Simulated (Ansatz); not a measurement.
# What InH (model cell, started as layered BN type) distorts into, part 2 of 3

Wanted: the energy along a soft mode of InH (model cell, started as layered BN type) and the structure at the end.

Ansatz 0.2.0; DFT PBE, scalar-relativistic, plane waves, PAW.

So far. Step 4 (The mode frozen in, largest atomic shift 0.32 Å): The run ends at a pressure of 0.75 GPa, with forces up to 0.86 eV/Å. Step 5 (Energy along the mode, all amplitudes (two of the runs …): The lowest of the steps tried is at 0.32 Å, 42.5 meV/atom below the parent; the bottom of the well need not coincide with a step.

The structure was built from a prototype and need not be the compound's stable phase.

## Step 6: Relaxing from the distorted cell

Starting from the lowest point found, all atoms and the cell are let go, so that strain and other modes of the same symmetry can join in.

File input.yaml:

```yaml
crystal:
  lattice:
    - [-3.7721968407, -2.531e-06, 0.0]
    - [0.0, 0.0, -5.8913884265]
    - [4.3838e-06, -6.5336365842, 0.0]
  atoms:
    - { symbol: In, position: [0.5, 0.75, 0.1668568811] }
    - { symbol: In, position: [1.0, 0.75, 0.6664764523] }
    - { symbol: In, position: [0.0, 0.25, 0.3335235477] }
    - { symbol: In, position: [0.5, 0.25, 0.8331431189] }
    - { symbol: H, position: [0.0, 0.75, 0.2843560148] }
    - { symbol: H, position: [0.5, 0.75, 0.8823106518] }
    - { symbol: H, position: [0.5, 0.25, 0.1176893482] }
    - { symbol: H, position: [1.0, 0.25, 0.7156439852] }
kpoints:
  mp_grid: { grid: [8, 6, 6] }
hamiltonian:
  xc: pbe
scf:
  occupations: { method: methfessel_paxton, width: 0.15 }
output:
  forces: true
  stress: true
  eigenvalues: true
relax:
  adjacent_minimum: "off"
  f_tol: 0.002
  max_steps: 120
  cell: { stress_tol: 0.03 }
```

Launch:

```
$ ansatz run input.yaml --threads 4 --pin off --max-ram 7168MiB --backend cpu --events-out ev --progress --plain --runs-dir out
```

Numbers of over 12 decimals in the logs are rounded to 6 here.

Output:

```text
[...]
Crystal: 8 atoms, lattice volume = 145.200 Å³
Basis set: ecut = 420 eV, 2835 PW (Γ), exchange–correlation on 54×80×90 points (8 copies of the dense FFT grid, shifted against one another)
Bands: 36, of which v1, the nominal top of the filled ones, is band 28 counted from 1 (27 counted from 0)
Symmetry: 8 space group operations
[...]
k-points: 80 of 288
[...]
SCF iter   1: F=—  HF=-22451.312200 eV  |F-HF|=—  |Δ(HF+E_count)|=         —  Δρ=3.10e-3  dr2=3.02e-2  ethr=1.77e-3  ⟨swp⟩=6.6  Hψ=12018  notcnv=0
[...]
SCF iter   8: F=-22451.303449 eV  HF=-22451.303449 eV  |F-HF|=4.07e-8  |Δ(HF+E_count)|=   5.19e-8  S|Δr|=    0.00e0  Δρ=6.87e-6  dr2=6.48e-8  ethr=1.79e-10  ⟨swp⟩=8.7  Hψ=11444  notcnv=0
SCF 1 converged in 8 iterations: F = -22451.303449 eV  dr2 = 6.48e-8
[...]
relax step   1: F+E_penalty+E_count = -22451.30344943 eV  Δ(F+E_penalty+E_count) = +0.000e0 eV  max|allowed force component| = 8.558e-1 eV/Å  Δτ_max = 0.0000 Å  P = +0.749 GPa  Ω = 145.200 Å³  (8 SCF iters, dr2 threshold 1.00e-7 eV, accepted)
Crystal: 8 atoms, lattice volume = 147.348 Å³
Basis set: ecut = 420 eV, 2891 PW (Γ), exchange–correlation on 54×80×90 points (8 copies of the dense FFT grid, shifted against one another)
[...]
iter 1 solved again at ethr=1.27e-4 eV; its pass at ethr=3.10e-3 eV (dr2=7.13e-2 eV) is discarded
[...]
SCF iter   7: F=-22451.610109 eV  HF=-22451.610109 eV  |F-HF|=9.52e-8  |Δ(HF+E_count)|=   1.11e-7  S|Δr|=    0.00e0  Δρ=1.08e-5  dr2=3.84e-7  ethr=1.43e-9  ⟨swp⟩=6.5  Hψ=11103  notcnv=0
the search or the solves at the SCF's close seem to have found levels that the self-consistency loop had missed (the run counts 1). By its estimate they hold under 1e-12 electrons; where the run keeps them, the occupations were computed again with them
SCF 2 converged in 7 iterations: F = -22451.610109 eV  dr2 = 3.84e-7
relax step   2: F+E_penalty+E_count = -22451.61010898 eV  Δ(F+E_penalty+E_count) = -3.067e-1 eV  max|allowed force component| = 2.642e-1 eV/Å  Δτ_max = 0.1948 Å  P = +0.205 GPa  Ω = 147.348 Å³  energy of the carried Pulay correction = -1.092e-3 eV  (7 SCF iters, dr2 threshold 8.00e-7 eV, accepted)
Crystal: 8 atoms, lattice volume = 148.137 Å³
Basis set: ecut = 420 eV, 2887 PW (Γ), exchange–correlation on 54×80×90 points (8 copies of the dense FFT grid, shifted against one another)
[...]
SCF iter   7: F=-22451.686424 eV  HF=-22451.686424 eV  |F-HF|=6.17e-8  |Δ(HF+E_count)|=   1.24e-6  S|Δr|=    0.00e0  Δρ=7.95e-6  dr2=2.68e-7  ethr=1.43e-9  ⟨swp⟩=5.7  Hψ=10892  notcnv=0
SCF 3 converged in 7 iterations: F = -22451.686424 eV  dr2 = 2.68e-7
relax step   3: F+E_penalty+E_count = -22451.68642437 eV  Δ(F+E_penalty+E_count) = -7.632e-2 eV  max|allowed force component| = 9.442e-2 eV/Å  Δτ_max = 0.1933 Å  P = +0.045 GPa  Ω = 148.137 Å³  energy of the carried Pulay correction = -1.490e-3 eV  (7 SCF iters, dr2 threshold 8.00e-7 eV, accepted)
[... from here on, the SCF cycles and remarks between the steps are left out ...]
relax step   4: F+E_penalty+E_count = -22451.74026075 eV  Δ(F+E_penalty+E_count) = -5.384e-2 eV  max|allowed force component| = 1.149e-1 eV/Å  Δτ_max = 0.1926 Å  P = +0.031 GPa  Ω = 146.505 Å³  energy of the carried Pulay correction = -6.652e-4 eV  (7 SCF iters, dr2 threshold 8.00e-7 eV, accepted)
relax step   5: F+E_penalty+E_count = -22451.76377929 eV  Δ(F+E_penalty+E_count) = -2.352e-2 eV  max|allowed force component| = 1.843e-1 eV/Å  Δτ_max = 0.1617 Å  P = +0.099 GPa  Ω = 143.420 Å³  energy of the carried Pulay correction = +9.174e-4 eV  (7 SCF iters, dr2 threshold 8.00e-7 eV, accepted)
relax step   6: F+E_penalty+E_count = -22451.78330544 eV  Δ(F+E_penalty+E_count) = -1.953e-2 eV  max|allowed force component| = 1.257e-1 eV/Å  Δτ_max = 0.0604 Å  P = -0.046 GPa  Ω = 143.144 Å³  energy of the carried Pulay correction = +1.061e-3 eV  (5 SCF iters, dr2 threshold 8.00e-7 eV, accepted)
relax step   7: F+E_penalty+E_count = -22451.79169953 eV  Δ(F+E_penalty+E_count) = -8.394e-3 eV  max|allowed force component| = 9.503e-2 eV/Å  Δτ_max = 0.0740 Å  P = +0.274 GPa  Ω = 138.551 Å³  energy of the carried Pulay correction = +3.486e-3 eV  (6 SCF iters, dr2 threshold 8.00e-7 eV, accepted)
relax step   8: F+E_penalty+E_count = -22451.79332225 eV  Δ(F+E_penalty+E_count) = -1.623e-3 eV  max|allowed force component| = 7.443e-2 eV/Å  Δτ_max = 0.0437 Å  P = -0.056 GPa  Ω = 141.198 Å³  energy of the carried Pulay correction = +2.079e-3 eV  (6 SCF iters, dr2 threshold 8.00e-7 eV, accepted)
relax step   9: F+E_penalty+E_count = -22451.80010792 eV  Δ(F+E_penalty+E_count) = -6.786e-3 eV  max|allowed force component| = 3.676e-2 eV/Å  Δτ_max = 0.0603 Å  P = -0.034 GPa  Ω = 140.137 Å³  energy of the carried Pulay correction = +2.640e-3 eV  (6 SCF iters, dr2 threshold 3.46e-7 eV, accepted)
relax step  10: F+E_penalty+E_count = -22451.80201666 eV  Δ(F+E_penalty+E_count) = -1.909e-3 eV  max|allowed force component| = 3.479e-2 eV/Å  Δτ_max = 0.0364 Å  P = +0.169 GPa  Ω = 138.814 Å³  energy of the carried Pulay correction = +3.345e-3 eV  (6 SCF iters, dr2 threshold 8.44e-8 eV, accepted)
relax step  11: F+E_penalty+E_count = -22451.80359545 eV  Δ(F+E_penalty+E_count) = -1.579e-3 eV  max|allowed force component| = 9.121e-3 eV/Å  Δτ_max = 0.0488 Å  P = -0.042 GPa  Ω = 138.596 Å³  energy of the carried Pulay correction = +3.462e-3 eV  (6 SCF iters, dr2 threshold 1.49e-7 eV, accepted)
relax step  12: F+E_penalty+E_count = -22451.80404266 eV  Δ(F+E_penalty+E_count) = -4.472e-4 eV  max|allowed force component| = 4.031e-3 eV/Å  Δτ_max = 0.0119 Å  P = +0.016 GPa  Ω = 138.065 Å³  energy of the carried Pulay correction = +3.747e-3 eV  (7 SCF iters, dr2 threshold 9.28e-9 eV, accepted)
relax step  13: F+E_penalty+E_count = -22451.80418059 eV  Δ(F+E_penalty+E_count) = -1.379e-4 eV  max|allowed force component| = 3.066e-3 eV/Å  Δτ_max = 0.0106 Å  P = +0.010 GPa  Ω = 137.889 Å³  energy of the carried Pulay correction = +3.842e-3 eV  (7 SCF iters, dr2 threshold 5.50e-9 eV, accepted)
relax step  14: F+E_penalty+E_count = -22451.80416575 eV  Δ(F+E_penalty+E_count) = +1.484e-5 eV  max|allowed force component| = 3.917e-3 eV/Å  Δτ_max = 0.0017 Å  P = -0.010 GPa  Ω = 137.912 Å³  energy of the carried Pulay correction = +3.830e-3 eV  (6 SCF iters, dr2 threshold 5.87e-10 eV, rejected (line search))
relax step  15: F+E_penalty+E_count = -22451.80417734 eV  Δ(F+E_penalty+E_count) = +3.249e-6 eV  max|allowed force component| = 1.953e-4 eV/Å  Δτ_max = 0.0008 Å  P = +0.001 GPa  Ω = 137.901 Å³  energy of the carried Pulay correction = +3.835e-3 eV  (7 SCF iters, accepted)
relax step  16: F+E_penalty+E_count = -22451.80312302 eV  Δ(F+E_penalty+E_count) = +1.054e-3 eV  max|allowed force component| = 4.207e-4 eV/Å  Δτ_max = 0.0000 Å  P = -0.011 GPa  Ω = 137.901 Å³  stress off target by 3.66e-2 GPa  SCF on the basis re-selected at this cell (its energy is not comparable with the rows above)  (6 SCF iters)
relax step  17: F+E_penalty+E_count = -22451.80341206 eV  Δ(F+E_penalty+E_count) = -2.890e-4 eV  max|allowed force component| = 2.444e-3 eV/Å  Δτ_max = 0.0138 Å  P = -0.010 GPa  Ω = 137.530 Å³  energy of the carried Pulay correction = +2.017e-4 eV  (7 SCF iters, dr2 threshold 3.36e-9 eV, accepted)
relax step  18: F+E_penalty+E_count = -22451.80353803 eV  Δ(F+E_penalty+E_count) = -1.260e-4 eV  max|allowed force component| = 4.722e-3 eV/Å  Δτ_max = 0.0058 Å  P = +0.017 GPa  Ω = 137.288 Å³  energy of the carried Pulay correction = +3.365e-4 eV  (7 SCF iters, dr2 threshold 3.73e-10 eV, rejected (line search))
relax step  19: F+E_penalty+E_count = -22451.80347454 eV  Δ(F+E_penalty+E_count) = -6.248e-5 eV  max|allowed force component| = 9.202e-4 eV/Å  Δτ_max = 0.0028 Å  P = -0.001 GPa  Ω = 137.435 Å³  energy of the carried Pulay correction = +2.521e-4 eV  (8 SCF iters, accepted)
relax step  20: F+E_penalty+E_count = -22451.80351208 eV  Δ(F+E_penalty+E_count) = -3.754e-5 eV  max|allowed force component| = 6.564e-4 eV/Å  Δτ_max = 0.0044 Å  P = -0.002 GPa  Ω = 137.371 Å³  energy of the carried Pulay correction = +2.866e-4 eV  (8 SCF iters, accepted)
[...]
SCF iter   1: F=—  HF=-22451.803217 eV  |F-HF|=—  |Δ(HF+E_count)|=         —  Δρ=2.04e-5  dr2=3.58e-8  ethr=4.61e-7  ⟨swp⟩=2.3  Hψ=18014  notcnv=0
eigensolver tolerance schedule: the retry pair's looser diagonalisation over-reported the residual by 7206.34 of it (diagonalisation noise at an unbounded share of the residual, at the tolerance the schedule requests for it); recorded, not acted on — ethr = c·dr2/N_el stays at c = 1.0e-1
SCF iter   2: F=—  HF=-22451.803226 eV  |F-HF|=—  |Δ(HF+E_count)|=   8.75e-6  S|Δr|=    0.00e0  Δρ=1.06e-5  dr2=1.03e-8  ethr=6.40e-11  ⟨swp⟩=3.5  Hψ=7290  notcnv=0
[...]
SCF iter   5: F=-22451.803227 eV  HF=-22451.803227 eV  |F-HF|=2.18e-11  |Δ(HF+E_count)|=  2.58e-10  S|Δr|=    0.00e0  Δρ=6.73e-8  dr2=3.11e-12  ethr=1.00e-12  ⟨swp⟩=5.1  Hψ=13442  notcnv=0
SCF 21 converged in 5 iterations: F = -22451.803227 eV  dr2 = 3.11e-12
relax step  21: F+E_penalty+E_count = -22451.80322709 eV  Δ(F+E_penalty+E_count) = +2.850e-4 eV  max|allowed force component| = 6.112e-4 eV/Å  Δτ_max = 0.0000 Å  P = -0.003 GPa  Ω = 137.371 Å³  stress off target by 4.32e-3 GPa  SCF on the basis re-selected at this cell (its energy is not comparable with the rows above)  (5 SCF iters)
[...]
SCF converged after 5 iterations
[...]
Free energy (F): -22451.803227 eV
[...]
Internal energy: -22451.804611 eV  (E = F + TS)
E sigma→0 (E₀):  -22451.803573 eV
Entropy (-TS):   0.001384 eV (0.173 meV/atom)
Fermi energy:    7.587079 eV
Step filling:    the computed levels leave a gap of 0.0114 eV = 0.1 smearing widths at the electron count; against every level under it full and every level over it empty, smearing changes F+E_penalty+E_count by -0.511 meV and its σ→0 estimate by -0.857 meV
[...]
--- Forces (eV/Å), atoms counted from 1 ---
  atom   1  In     0.00000000    -0.00004841    -0.00000000
  atom   2  In     0.00000000    -0.00009686     0.00000000
  atom   3  In    -0.00000000     0.00009686    -0.00000000
  atom   4  In    -0.00000000     0.00004841     0.00000000
  atom   5  H      0.00000000    -0.00005967     0.00000000
  atom   6  H     -0.00000000     0.00061118    -0.00000000
  atom   7  H      0.00000000    -0.00061118     0.00000000
  atom   8  H     -0.00000000     0.00005967    -0.00000000
  max |Σ_I F_I| component: 4.07e-20 eV/Å
--- Stress (GPa, compression-positive) ---
       -0.004315      -0.000000       0.000000
       -0.000000      -0.000972      -0.000000
        0.000000      -0.000000      -0.003181
  P = ⅓ Tr σ = -0.0028 GPa (-0.028 kbar)
--- Band table (eV; the first three rows and the last of 80) ---
  k-point 0: bands = [... 24 lower, 5.0432, 5.0688, 6.4911, 8.0649, 8.2289, 8.6971, 9.6393, 10.5516, ... 4 higher]
  k-point 1: bands = [... 24 lower, 4.5842, 5.1690, 6.8395, 8.0655, 8.3540, 8.3607, 9.5982, 11.1199, ... 4 higher]
  k-point 2: bands = [... 24 lower, 5.4305, 5.5291, 7.0401, 7.1297, 8.7399, 9.0311, 9.4580, 10.2832, ... 4 higher]
  k-point 79: bands = [... 24 lower, 3.3166, 3.3166, 3.7965, 3.7965, 9.8631, 9.8631, 10.6756, 10.6756, ... 4 higher]
--- Relaxed structure (19 steps of the walk, 17 accepted, 2 SCFs on fresh bases) ---
  F+E_penalty+E_count = -22451.80322709 eV   max|allowed force component| = 6.112e-4 eV/Å   (the final SCF, on the basis selected at the relaxed cell)
  cell:  # Å, volume = 137.3713 Å³
    - [-4.082754, -2.739365267456403e-6, 0]
    - [0, 0.0, -5.573287]
    - [4.050681638366586e-6, -6.037141, 0]
  atoms:
    - { symbol: In, position: [0.500000, 0.750000, 0.204075] }
    - { symbol: In, position: [1.000000, 0.750000, 0.653220] }
    - { symbol: In, position: [4.1218740795762385e-19, 0.250000, 0.346780] }
    - { symbol: In, position: [0.5, 0.250000, 0.795925] }
    - { symbol: H, position: [-3.574876084107173e-18, 0.750000, 0.169410] }
    - { symbol: H, position: [0.500000, 0.750000, 0.873386] }
    - { symbol: H, position: [0.5, 0.250000, 0.126614] }
    - { symbol: H, position: [1.0, 0.250000, 0.830590] }
```

Elapsed: 2 min, on 4 threads of Arm Neoverse V2, shared host; peak memory 0.66 GiB.

Step by step:

```csv
step,energy less that of the first step (eV),largest force component (eV/Å),pressure (GPa),volume (Å³)
1,0.0000,0.8558,0.75,145.20
2,-0.3067,0.2642,0.21,147.35
3,-0.3830,0.0944,0.04,148.14
4,-0.4368,0.1149,0.03,146.50
5,-0.4603,0.1843,0.10,143.42
6,-0.4799,0.1257,-0.05,143.14
7,-0.4883,0.0950,0.27,138.55
8,-0.4899,0.0744,-0.06,141.20
9,-0.4967,0.0368,-0.03,140.14
10,-0.4986,0.0348,0.17,138.81
11,-0.5001,0.0091,-0.04,138.60
12,-0.5006,0.0040,0.02,138.07
13,-0.5007,0.0031,0.01,137.89
14,-0.5007,0.0039,-0.01,137.91
15,-0.5007,0.0002,0.00,137.90
16*,-0.4997,0.0004,-0.01,137.90
17,-0.5000,0.0024,-0.01,137.53
18,-0.5001,0.0047,0.02,137.29
19,-0.5000,0.0009,0.00,137.44
20,-0.5001,0.0007,0.00,137.37
21*,-0.4998,0.0006,0.00,137.37
```

Relaxation steps marked * repeat the geometry before them on a plane-wave basis chosen anew for their cell, so energy and pressure can jump there. Relaxation steps 14, 18 were tried and not accepted.

Forces are held to the 8 operations that the run works with; a distortion that breaks them can't arise in this run.

```csv
cell as run,before,after,change
a (Å),3.772,4.083,+8.2 %
b (Å),5.891,5.573,-5.4 %
c (Å),6.534,6.037,-7.6 %
volume (Å³/atom),18.15,17.17,-5.4 %
```

The atoms that moved most (Å, as changes of fractional coordinates times the final cell):

```csv
atom,dx,dy,dz,length
H8,0.000,-0.694,0.000,0.694
H5,0.000,0.694,0.000,0.694
In1,0.000,-0.225,0.000,0.225
In4,0.000,0.225,0.000,0.225
In2,0.000,0.080,0.000,0.080
In3,0.000,-0.080,0.000,0.080
H6,0.000,0.054,0.000,0.054
H7,0.000,-0.054,0.000,0.054
```

This step gave:

```yaml
pressure: -0.002823 GPa
volume_per_atom: 17.17 Å³
```

The distorted start has space group Pmma; the relaxation ends in Pmma.

## Step 7: The new phase in its own primitive cell

The relaxed structure is symmetrised, reduced to its primitive cell and relaxed tightly, as its phonons need.

File input.yaml:

```yaml
crystal:
  lattice:
    - [5.5732869969, 0.0, 0.0]
    - [0.0, 4.0827535675, 0.0]
    - [0.0, 0.0, 6.0371411969]
  atoms:
    - { symbol: In, position: [0.75, 0.5, 0.795924665] }
    - { symbol: In, position: [0.75, 0.0, 0.3467796658] }
    - { symbol: In, position: [0.25, 0.0, 0.6532203342] }
    - { symbol: In, position: [0.25, 0.5, 0.204075335] }
    - { symbol: H, position: [0.75, 0.0, 0.8305898166] }
    - { symbol: H, position: [0.75, 0.5, 0.1266135806] }
    - { symbol: H, position: [0.25, 0.5, 0.8733864194] }
    - { symbol: H, position: [0.25, 0.0, 0.1694101834] }
kpoints:
  mp_grid: { grid: [6, 8, 6] }
hamiltonian:
  xc: pbe
scf:
  occupations: { method: methfessel_paxton, width: 0.15 }
output:
  forces: true
  stress: true
  eigenvalues: true
relax:
  adjacent_minimum: "off"
  f_tol: 0.001
  max_steps: 60
  cell: { stress_tol: 0.01 }
```

Output:

```text
[...]
Crystal: 8 atoms, lattice volume = 137.371 Å³
Basis set: ecut = 420 eV, 2683 PW (Γ), exchange–correlation on 80×60×90 points (8 copies of the dense FFT grid, shifted against one another)
Bands: 36, of which v1, the nominal top of the filled ones, is band 28 counted from 1 (27 counted from 0)
Symmetry: 8 space group operations
[...]
k-points: 80 of 288
[...]
- [0.0, 0.0, 6.0371411969]
  atoms:
    - { symbol: In, position: [0.750000, 0.5, 0.795924665] }
    - { symbol: In, position: [0.750000, 0.0, 0.3467796658] }
    - { symbol: In, position: [0.25, 0.0, 0.6532203342] }
    - { symbol: In, position: [0.25, 0.5, 0.204075335] }
    - { symbol: H, position: [0.750000, 0.0, 0.830590] }
    - { symbol: H, position: [0.750000, 0.5, 0.1266135806] }
    - { symbol: H, position: [0.25, 0.5, 0.873386] }
    - { symbol: H, position: [0.25, 0.0, 0.1694101834] }
[key lines of the parts left out:]
SCF converged after 6 iterations
Free energy (F): -22451.803227 eV
Fermi energy:    7.587078 eV
P = ⅓ Tr σ = -0.0028 GPa (-0.028 kbar)
```

The job ended after 12 s (4 threads; peak memory 0.64 GiB; 45 s of CPU time).

Little changed from the start: no atom moved by 0.005 Å and no cell edge by 0.1 %.

The largest force component left is 0.61 meV/Å and the pressure is -0.003 GPa, within the tolerances set. The cell now holds 17.17 Å³/atom.

[end of part 2 of 3]

[Logs are printed without paths, hosts, clocks, repeated set-up lines and the standing remarks that a program may print on its own settings, such as how far it seeks lower states.]

[Hosts, paths, dates, database ids (printed as entryN), source tags and the programs' standing remarks are cut or masked in the printed files.]
